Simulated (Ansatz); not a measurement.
# Zn_Mg in MgO (Fm-3m): charge-transition levels and formation energies

Aim: at which Fermi levels does Zn_Mg in MgO (Fm-3m) change its charge? The model is a cell of 54 host atoms with 1 Mg taken out and 1 Zn put in.

Method: place-levels on r2SCAN runs: charge-transition levels and formation energies with image-charge correction and potential alignment at the atomic sites; PAW set soft_1, in Ansatz 0.2.0.

The experiments to compare with:

“Electronic structure of alkaline earth and post-transition metal oxides” (2009, arxiv:0908.1581) quotes from earlier work for MgO, rocksalt (bulk crystal): band gap (literature experimental gap) 7.83 eV [Literature value based on experiment; other listed experimental values range from 7.7 to …].

## (1) The structure

The cell holds 54 atoms: 26 Mg, 27 O and 1 Zn. Its edges and angles: a = 8.925 Å, b = 8.925 Å, c = 8.925 Å, α = 60.0°, β = 60.0°, γ = 60.0°. It derives from MgO (space group Fm-3m). Nearest the centre at fractional (0.667, 0.667, 0.333): Zn51 at 0.00 Å, O28 at 2.10 Å, O44 at 2.10 Å, O32 at 2.10 Å, O34 at 2.10 Å, O46 at 2.10 Å, O50 at 2.10 Å, Mg9 at 2.98 Å.

Screening for the image-charge correction: ε∞ = 3.24, ε0 = 10.37, from a response run on this crystal (DFPT, PBEsol) at that run's own cell.

The cell's shortest repeat is 8.9 Å.

## (2) The runs of each charge state

Levels follow from differences of total energies between charge states, each relaxed by itself.

Random displacements of about 0.05 Å break the site symmetry at the start, so that the relaxation can reach a distorted minimum if there is one. Forces are taken at one point at (¼, ¼, ¼). The cell holds 1 electron more than the neutral one, with a uniform background that keeps it neutral on the whole. The electron count is odd, so at least one spin is unpaired; this run locks the moment at 1 μB.

The sampling was tested on the host first: at the k-points planned (1x1x1 shifted 0.25 0.25 0.25) its energy lies 0.020 eV an atom from the dense-mesh value, under the bound of 0.02 eV set for this test; that bounds the host's error, not the defect's.

One of the inputs; charge, spin and start change from state to state.

qm1_M1.relax/input.yaml

```yaml
crystal:
  lattice:
    - [0.0, 6.31124291, 6.31124291]
    - [6.31124291, 0.0, 6.31124291]
    - [6.31124291, 6.31124291, 0.0]
  atoms:
    - { symbol: Mg, position: [0.0, 0.0, 0.0] }
    - { symbol: O, position: [0.16666667, 0.16666667, 0.16666667] }
[... 6 atom lines left out ...]
    - { symbol: Mg, position: [0.0, 0.33333333, 0.33333333] }
[... 3 atom lines left out ...]
    - { symbol: Mg, position: [0.0, 0.66666667, 0.0] }
[... 1 atom line left out ...]
    - { symbol: Mg, position: [0.0, 0.66666667, 0.33333333] }
[... 5 atom lines left out ...]
    - { symbol: Mg, position: [0.33333333, 0.0, 0.33333333] }
[... 6 atom lines left out ...]
    - { symbol: O, position: [0.5, 0.5, 0.5] }
[... 1 atom line left out ...]
    - { symbol: O, position: [0.5, 0.5, 0.83333333] }
[... 1 atom line left out ...]
    - { symbol: O, position: [0.5, 0.83333333, 0.16666667] }
    - { symbol: Mg, position: [0.33333333, 0.66666667, 0.33333333] }
    - { symbol: O, position: [0.5, 0.83333333, 0.5] }
    - { symbol: Mg, position: [0.33333333, 0.66666667, 0.66666667] }
[... 1 atom line left out ...]
    - { symbol: Mg, position: [0.66666667, 0.0, 0.0] }
[... 1 atom line left out ...]
    - { symbol: Mg, position: [0.66666667, 0.0, 0.33333333] }
[... 4 atom lines left out ...]
    - { symbol: O, position: [0.83333333, 0.5, 0.16666667] }
    - { symbol: Mg, position: [0.66666667, 0.33333333, 0.33333333] }
    - { symbol: O, position: [0.83333333, 0.5, 0.5] }
    - { symbol: Mg, position: [0.66666667, 0.33333333, 0.66666667] }
[... 1 atom line left out ...]
    - { symbol: Mg, position: [0.66666667, 0.66666667, 0.0] }
    - { symbol: O, position: [0.83333333, 0.83333333, 0.16666667] }
    - { symbol: Zn, position: [0.66666667, 0.66666667, 0.33333333] }
[... 1 atom line left out ...]
    - { symbol: Mg, position: [0.66666667, 0.66666667, 0.66666667] }
    - { symbol: O, position: [0.83333333, 0.83333333, 0.83333333] }
  host:
    repeats: [3, 3, 3]
    atoms:
      - { symbol: Mg, position: [0.0, 0.0, 0.0] }
      - { symbol: O, position: [0.5, 0.5, 0.5] }
total_charge: -1
basis:
  ecutwfc: 500
  xc_grid: 2
hamiltonian:
  xc: r2scan
  pseudopotentials: { kind: paw, azcp: { folder: soft_1 } }
kpoints:
  mp_grid: { grid: [1, 1, 1], shift: [0.25, 0.25, 0.25] }
magnetization:
  spin_polarized: true
  initial_magnetization: 1
  spin_locking: { lock_magnetization: hard }
scf:
  occupations: { method: fixed }
  max_iter: 100
output:
  forces: true
  charged_corrections:
    epsilon: 3.24
    static_epsilon: 10.37
    defect_position: [0.666667, 0.666667, 0.333333]
relax:
  f_tol: 0.02
  max_steps: 80
  random_displacement: { amplitude: 0.05, seed: 6686 }
checkpoint:
  write: "../qm1_M1.relax.run"
  compress: false
  write_wavefunctions: true
  write_every: 100000
```

Command:

```sh
> ansatz run input.yaml --threads 4 --pin off --max-ram 7536MiB --backend cpu --events-out ev --progress --plain --runs-dir out
```

Defect states can disperse in a cell of this size, so the energy is taken again at a 2×2×2 shifted mesh, on the relaxed structure.

The run of this state that the levels use, under r2SCAN:

qm1_M1.point/input.yaml

```yaml
crystal:
  checkpoint: "../qm1_M1.relax.run"
  host: checkpoint
total_charge: -1
basis:
  ecutwfc: 500
  xc_grid: 2
hamiltonian:
  xc: r2scan
  pseudopotentials: { kind: paw, azcp: { folder: soft_1 } }
kpoints:
  mp_grid: { grid: [2, 2, 2], shift: [0.5, 0.5, 0.5] }
magnetization:
  spin_polarized: true
  initial_magnetization: 1
  spin_locking: { lock_magnetization: hard }
scf:
  occupations: { method: fermi_dirac, width: 0.01 }
  max_iter: 100
output:
  forces: true
  eigenvalues: true
  charged_corrections:
    epsilon: 3.24
    static_epsilon: 10.37
    defect_position: [0.666667, 0.666667, 0.333333]
  eigenstates: { localisation: true }
  populations: true
  efg: {}
  band_densities: [{ bands: [v1, v1] }, { bands: [c1, c1] }]
  write_density: true
  write_potential: true
  volumetric_format: npy
  elf: true
checkpoint:
  read: "../qm1_M1.relax.run"
  write: "../qm1_M1.point.run"
  compress: false
  write_wavefunctions: false
  write_every: 100000
```

Relaxations under r2SCAN at one point at (¼, ¼, ¼); times on 4 threads of Intel Xeon Platinum 8259CL at 2.50GHz (Skylake/Cascade Lake), shared host:

```tsv
charge	moment (μB)	occupations	outcome	steps	largest displacement against the far atoms (Å)	time
−1	1	fixed	converged	5	0.07	2.7 min
0	0	fixed	converged	6	0.02	79 s
+1	1	fixed	converged	7	0.04	5 min
```

Single points under r2SCAN at a 2×2×2 shifted mesh; times on 4 threads of Intel Xeon Platinum 8259CL at 2.50GHz (Skylake/Cascade Lake), shared host:

```tsv
charge	moment (μB)	occupations	outcome	time
−1	1	fermi-dirac	converged	3.2 min
0	0	fermi-dirac	converged	62 s
+1	1	fermi-dirac	converged	3.2 min
```

Distances (Å) from Zn51 to the nearest atoms after relaxation with r2SCAN:

```tsv
charge	moment (μB)	1.	2.	3.	4.	5.	6.
−1	1	O 2.17	O 2.17	O 2.17	O 2.17	O 2.17	O 2.17
0	0	O 2.13	O 2.13	O 2.13	O 2.13	O 2.13	O 2.13
+1	1	O 2.07	O 2.07	O 2.08	O 2.08	O 2.14	O 2.14
```

## (3) Placing the levels, r2SCAN

A charged cell interacts with its images and the background, and its potential has another zero than the host's. place-levels removes the first by a point-charge model, screened by the static dielectric constant since the ions have relaxed around the charge, and the second by comparing potentials at atoms far from the defect.

The host is a run of the defect-free crystal in the same cutoffs, grids and k-points, so that basis and sampling errors cancel in part in the differences. The host is run in a cell of 2 atoms on a matching mesh. Its band edges are searched through the zone by a band path, so the gap is smaller than, or equal to, that on the mesh. Chemical potentials are energies per atom of Mg (hcp) and Zn (hcp), run with the same functional and cutoff.

levels.point.yaml

```yaml
host:
  run: host.point.run
states: [qm1_M1.point.run, q0.point.run, qp1_M1.point.run]
geometry_from:
  qm1_M1.point.run: qm1_M1.relax.run
  q0.point.run: q0.relax.run
  qp1_M1.point.run: qp1_M1.relax.run
chemical_potentials:
  Mg:
    energy: -1926.407918
    dataset: "<sha256 of the dataset>"
  Zn:
    energy: -3325.676395
    dataset: "<sha256 of the dataset>"
epsilon: 3.24
static_epsilon: 10.37
vertical:
  - { from: qm1_M1.point.run, to: qm1_M1.point_neutral.run }
  - { from: qp1_M1.point.run, to: qp1_M1.point_neutral.run }
```

Command:

```sh
> ansatz place-levels levels.point.yaml -- --threads 4 --pin off --max-ram 7536MiB
```

Numbers of over 12 decimals in the logs are rounded to 6 here.

What it wrote:

```text
[... repeated set-up lines and file paths are left out, and long positions are rounded to six places ...]
(+1/0) 0.000 eV above the valence edge (-0.151 eV without the band-filling correction), 5.678 eV under the conduction edge
(0/-1) 5.746 eV above the valence edge (+6.552 eV without the band-filling correction), in the conduction band
formation energy of charge +1: +2.836 eV with the Fermi level at the valence edge
formation energy of charge 0: +2.836 eV with the Fermi level at the valence edge
formation energy of charge -1: +8.582 eV with the Fermi level at the valence edge
vertical -1 to 0: no energy, since no alignment is typed
  the change from vertical[0].from (qm1_M1.point.run) to vertical[0].to (qm1_M1.point_neutral.run): by its potential at epsilon 3.24 it stands at 0.666 0.667 0.333, with an rms radius of about 2.7 Å (1.6 1.6 1.6 Å across the planes of the cell's vectors); [...]
vertical +1 to 0: no energy, since no alignment is typed
  the change from vertical[1].from (qp1_M1.point.run) to vertical[1].to (qp1_M1.point_neutral.run): by its potential at epsilon 3.24 it stands at 0.666 0.667 0.333, with an rms radius of about 2.9 Å (1.6 1.7 1.7 Å across the planes of the cell's vectors); [...]
  edges by r2scan, gap 5.678 eV; the host is sampled to repeats of 17.85 Å
  the defect's cells are sampled to repeats of 17.85 Å, like sampling
  charge +1: -68858.6761 eV with its correction of +0.264 eV, at epsilon 10.37, aligned at sites: +0.0114 eV, mean over 21 atomic sites at or beyond 4.46 Å from the defect at [0.6667, 0.6667, 0.3333], with -0.000000 for the charge's moments and without [...]
  states[2] (qp1_M1.point.run): levels filled in part (TS 0.003 eV): its energy is of no whole electron's
  charge 0: +0.000 eV for its dipole among its images, +0.000 omitted
  charge -1: -68836.9056 eV with its correction of +0.162 eV, at epsilon 10.37, aligned at sites: +0.0904 eV, mean over 21 atomic sites at or beyond 4.46 Å from the defect at [0.6667, 0.6667, 0.3333], with -0.000000 for the charge's moments and without [...]
  of states[2] (qp1_M1.point.run): it parts from the run at its places by a charge that spreads by about 1.7 Å along one vector (1.3 Å or more is wide), by its potential at epsilon 3.24, taken for that of held ions (one typed too small widens it), where the [...]
  of states[1] (q0.point.run): its alignment with the host at atomic sites is doubtful: the cell is too small to show whether the defect's potential has decayed: take a larger one
  of states[0] (qm1_M1.point.run): it parts from the run at its places by a charge that spreads by about 1.6 Å along one vector (1.3 Å or more is wide), by its potential at epsilon 3.24, taken for that of held ions (one typed too small widens it), where the [...]
  of vertical[0].from (qm1_M1.point.run): its moments are held at its close (magnetization.spin_locking), by a field of 0.267 eV a Bohr magneton, and its energy and levels are of the state that this holds: a run that lets them go can end lower; [...]
  vertical[1].from (qp1_M1.point.run): levels filled in part (TS 0.003 eV): its energy is of no whole electron's
  of vertical[1].from (qp1_M1.point.run): stability_check_not_made; [...]
```

It took 0.51 s on 4 threads of Intel Xeon Platinum 8259CL at 2.50GHz (Skylake/Cascade Lake), shared host.

Levels between the charges placed, in eV above the valence top:

```tsv
	gap (eV)	(+1/0)	(0/−1)
r2SCAN	5.68	0.00	5.75
```

Corrections by state:

```tsv
charge	moment (μB)	image terms and alignment (eV)	band filling (eV)	ε used	over the lowest of its charge, as the program ranks them, band filling apart (eV)
+1	1.0	0.264	-0.151	10.37	0.000
0	0.0	0.000	-	-	0.000
−1	1.0	0.162	-0.806	10.37	0.000
```

The charged structures listed were also run neutral, and place-levels reads from each pair, by the potential or the spins, how wide the charge is by which they differ; that can be the carrier of either run.

```tsv
charge	rms radius (Å)	spread where it is widest against the cell (Å)	wide from (Å)	reading
+1	2.9	1.69	1.26	wide
−1	2.7	1.57	1.26	wide
```

The neutral runs of these pairs need not share the spin of the lowest neutral state, and very wide values only mean spread over the cell.

From the program's caveats on the states, each cut to its opening words:

- charge +1 (1 μB): it parts from the run at its places by a charge that spreads by about 1.7 Å along one vector (1.3 Å or more is wide), by its potential at epsilon 3.24, taken [...]
- charge +1 (1 μB): a band-filling correction moves a carrier to the host's band edge, which changes its energy by -0.151 eV
- charge +1 (1 μB), 0, −1 (1 μB): its alignment with the host at atomic sites is doubtful: the cell is too small to show whether the defect's potential has decayed: take a larger one
- charge +1 (1 μB), −1 (1 μB): flagged: stability check not made
- charge −1 (1 μB): it parts from the run at its places by a charge that spreads by about 1.6 Å along one vector (1.3 Å or more is wide), by its potential at epsilon 3.24, taken [...]
- charge −1 (1 μB): a band-filling correction moves a carrier to the host's band edge, which changes its energy by -0.806 eV
- charge −1 (1 μB): the host's ions (past the first shell or, of a walk that freed a part, those that it held) aren't shown at rest: they stand up to 0.009 Å off their sites, 0.13 [...]
- charge −1 (1 μB): its moments are held at its close (magnetization.spin_locking), by a field of 0.267 eV a Bohr magneton, and its energy and levels are of the state that this [...]

The host's formation energy from the elements is -2.963 eV per atom; it sets how far the chemical potentials can move.

Formation energies (eV), Mg-rich (Δμ(Mg) = 0.00 eV, Δμ(O) = -5.93 eV, Δμ(Zn) = 0.00 eV):

```tsv
charge	Fermi level at the valence top	at the conduction bottom
+1	2.84	8.51
0	2.84	2.84
−1	8.58	2.90
```

Formation energies (eV), O-rich (Δμ(O) = 0.00 eV, Δμ(Mg) = -5.93 eV, Δμ(Zn) = 0.00 eV):

```tsv
charge	Fermi level at the valence top	at the conduction bottom
+1	-3.09	2.59
0	-3.09	-3.09
−1	2.66	-3.02
```

## (4) Effect of the sampling

The relaxations' own energies give the levels at their sampling, for comparison.

levels.relax_mesh.yaml

```yaml
host:
  run: host.relax.run
states: [qm1_M1.relax.run, q0.relax.run, qp1_M1.relax.run]
chemical_potentials:
  Mg:
    energy: -1926.407918
    dataset: "<sha256 of the dataset>"
  Zn:
    energy: -3325.676395
    dataset: "<sha256 of the dataset>"
```

Command:

```sh
> ansatz place-levels levels.relax_mesh.yaml -- --threads 4 --pin off --max-ram 7536MiB
```

What it wrote:

```text
[...]
formation energy of charge +1: +2.858 eV with the Fermi level at the valence edge
formation energy of charge 0: +2.858 eV with the Fermi level at the valence edge
formation energy of charge -1: +8.637 eV with the Fermi level at the valence edge
  edges by r2scan, gap 5.659 eV; the host is sampled to repeats of 8.93 Å
[... the lines on each state left out ...]
```

Elapsed: 0.16 s, on 4 threads.

Levels between neighbouring charges, in eV above the valence top:

```tsv
	gap (eV)	(+1/0)	(0/−1)
one point at (¼, ¼, ¼)	5.66	0.00	5.78
a 2×2×2 shifted mesh	5.68	0.00	5.75
```

Going from one point at (¼, ¼, ¼) to a 2×2×2 shifted mesh moves formation energies against the elements by up to 0.05 eV; band-filling terms, which differ between samplings, are in these energies.

## (5) What came out

| Property | Result |
| --- | --- |
| gap of the host | 5.68 eV (r2SCAN) |
| level (plus 1/0) | 0.00 eV above the valence top (-0.15 eV above the valence top without the band-filling term) |
| level (0/minus 1) | 5.75 eV above the valence top, past the conduction bottom (6.55 eV above the valence top without the band-filling term) |
| lowest of the charges placed, just above the valence top (0.02 eV) | 0 |
| lowest of the charges placed, just below the conduction bottom (0.02 eV) | 0 |
| lowest formation energy at mid-gap of the charges run, Mg-rich | 2.84 eV |
| lowest formation energy at mid-gap of the charges run, O-rich | -3.09 eV |

What this shows: Of the charges placed (−1, 0 and +1), 0 is the lowest from 0.02 eV above the valence top to 0.02 eV below the conduction bottom, a gap of 5.68 eV. States placed: +1 at 1 μB; 0 at 0 μB; −1 at 1 μB. Other spin states or structures, where not listed, weren't placed. The program finds carriers beyond a band edge of the host and adds a band-filling term at charge −1 (-0.81 eV) and +1 (-0.15 eV); steps to such a charge show no bound level, and a defect level inside a band would be read the same way. Zn is taken at its element; compounds, which aren't counted here, bound the chemical potentials and would shift these formation energies. The lowest formation energy (O-rich) is negative across the gap, so the defect would form by itself: these chemical potentials lie beyond what competing compounds allow, or the host is unstable against it. Going from one point at (¼, ¼, ¼) to a 2×2×2 shifted mesh moves formation energies against the elements by up to 0.05 eV; band-filling terms, which differ between samplings, are in these energies. The program doubts the alignment of potentials for at least one state, a sign that the cell is small. What this leaves open: the images are only 8.9 Å apart; r2SCAN makes the gap too small and tends to spread out bound carriers; where a gas molecule sets a chemical potential or the host's formation energy, its binding is uncorrected; force components of up to 0.51 eV/Å remain in a run at the final settings.

Comparison with the measured values:

| quantity | measured | r2SCAN |
| --- | --- | --- |
| band gap (least gap of the host) (eV) | 7.83 | 5.68 (-2.15 eV) |

Measured values from arxiv:0908.1581 (2009).

**Verdict.** The band gap is off by -2.15 eV: a clear miss. Local and semilocal functionals usually give gaps below the measured ones. Zero-point and thermal motion shift the measured gap.

[Logs are printed without paths, hosts, clocks, repeated set-up lines and the standing remarks that a program may print on its own settings, such as how far it seeks lower states.]

[Hosts, paths, dates, database ids (printed as entryN), source tags and the programs' standing remarks are cut or masked in the printed files.]

[Where a table of states has a column of steps, it counts the stored structures, which are thinned; the runs took as many ionic steps or more.]

[A defect's name tells the site on which it was built; relaxed atoms can leave that site.]

[For some hosts the program warned that the k-mesh of the response run may be too coarse for force constants and the static dielectric constant; such warnings are not shown here.]
